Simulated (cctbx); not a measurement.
# Solving a structure by charge flipping

Cell a = 4.9420 Å, b = 4.9420 Å, c = 8.1100 Å, α = 90.00°, β = 90.00°, γ = 120.00°; space group P6_3/mmc (no. 194); content Mo4 Cr8.

Simulated single-crystal data (cctbx): Mo Kα, λ = 0.71073 Å, to d = 0.8 Å, 50 % of the full sphere, strongest reflection 20000 counts, noise from counting, a 1.5 % proportional error and a noise floor of 4 counts (s.d.); no absorption.

Charge flipping in P1 on normalised amplitudes to 0.9 Å, δ = 0.9 σ, 20 % of the reflections treated as weak, 600 cycles:

```text
cycle      R  skewness
    0  0.645     0.23
   50  0.426     2.29
  100  0.441     2.29
  150  0.447     2.45
  200  0.439     2.50
  250  0.436     2.35
  300  0.433     2.45
  350  0.434     2.59
  400  0.442     2.53
  450  0.441     2.43
  500  0.464     2.27
  550  0.454     2.35
origin shift          correlation  skewness
 0.041  0.784  0.268      0.935      3.87
 0.342  0.430  0.290      0.905      2.57
 0.446  0.781  0.191      0.883     -0.08
 0.099  0.793  0.079      0.862      3.65
taken: symmetry correlation 0.935, skewness 3.87
peak      x       y       z  mult  height/sigma
Q1    0.3333  0.6667  0.0658    4     10.4
Q2    0.1650  0.3300  0.7500    6      7.4
Q3    0.0000  0.0000  0.0000    2      4.5
Q4    0.0834  0.1668  0.1635   12      1.4
Q5    0.1703  0.5852  0.6784   12      1.3
Q6    0.2479  0.4958  0.1797   12      1.1
Q7    0.1738  0.3476  0.0644   12      1.0
Q8    0.0383  0.5191  0.1027   12      0.6
```

The origin is taken among those within 0.04 of the best correlation, by the skewness of the map.

It took 0.65 s on 1 thread of Arm Neoverse N1, with other jobs on the host, peak memory 0.07 GiB.

**Question.** Which peaks are atoms, and which elements?

Heights go roughly as Z and multiplicities must add up to the content. First model: Q1 = Mo1 (4 in the cell, height 10.4), Q2 = Cr1 (6 in the cell, height 7.4) and Q3 = Cr2 (2 in the cell, height 4.5). Against the true structure, Q1 is Mo, Q2 is Cr and Q3 is Cr; the other peaks are not atoms.

Least squares on F², isotropic:

```text
Rint 0.018, 85 unique reflections to 0.80 A
cycle     R1     wR2    GooF  max shift (A)
   1  0.1071  0.2043  15.920   0.02694
   2  0.0127  0.0264   2.057   0.00000
final R1 0.0127 wR2 0.0264 GooF 2.057  parameters 5  data/parameter 17.0
atom        x        y        z      Ueq    occ   su(xyz)  su(Uiso or U11)
Mo1    0.33333  0.66667  0.06793   0.0101  1.000  0.00006  0.0002
Cr1    0.16185  0.32370  0.75000   0.0118  1.000  0.00019  0.0002
Cr2    0.00000  0.00000  0.00000   0.0143  1.000  0.00000  0.0003
difference map: max 0.65 min -1.12 rms 0.12
Q1    0.3333  0.6667  0.1386    4    0.71  0.57 A from Mo1
Q2    0.0000  0.0000  0.0000    2    0.54  0.00 A from Cr2
Q3    0.2163  0.4327  0.7500    6    0.47  0.47 A from Cr1
Q4    0.3333  0.6667  0.0150    4    0.46  0.43 A from Mo1
Q5    0.3333  0.6667  0.6953    4    0.32  1.53 A from Cr1
```

Anisotropic refinement:

```text
Rint 0.018, 85 unique reflections to 0.80 A
cycle     R1     wR2    GooF  max shift (A)
   1  0.0127  0.0264   2.110   0.00020
   2  0.0065  0.0129   1.033   0.00000
final R1 0.0065 wR2 0.0129 GooF 1.033  parameters 9  data/parameter 9.4
atom        x        y        z      Ueq    occ   su(xyz)  su(Uiso or U11)
Mo1    0.33333  0.66667  0.06794   0.0100  1.000  0.00003  0.0001
Cr1    0.16187  0.32375  0.75000   0.0116  1.000  0.00009  0.0001
Cr2    0.00000  0.00000  0.00000   0.0144  1.000  0.00000  0.0002
difference map: max 0.23 min -0.18 rms 0.06
Q1    0.2003  0.4006  0.2500    6    0.23  1.58 A from Cr1
Q2    0.2021  0.4043  0.6576   12    0.18  0.83 A from Cr1
Q3    0.3333  0.6667  0.1624    4    0.17  0.77 A from Mo1
Q4    0.0465  0.4463  0.0436   24    0.14  1.30 A from Mo1
Q5    0.2470  0.4941  0.5103   12    0.13  0.97 A from Mo1
Q6    0.0682  0.1364  0.1364   12    0.13  1.25 A from Cr2
```

**Reading.** The refinement ends at R1 = 0.0065, wR2 = 0.0129, GooF = 1.03, with difference density between -0.18 and 0.23 e/Å³. Every site matches the true model in element, within 0.001 Å r.m.s., up to an allowed shift of origin.

True model:

```csv
atom,mult.,x,y,z,Ueq (Å²)
Mo1,4,2/3,1/3,0.9321,0.0099
Cr1,2,0,0,1/2,0.0144
Cr2,6,0.6764,0.8382,3/4,0.0116
```

The model is made up (kin elements in a known structure type, no relaxation), so it says nothing on whether the phase exists.

[Middle refinement cycles are left out of these outputs.]

[Logs are printed without paths, hosts, clocks, repeated set-up lines and the standing remarks that a program may print on its own settings, such as how far it seeks lower states.]
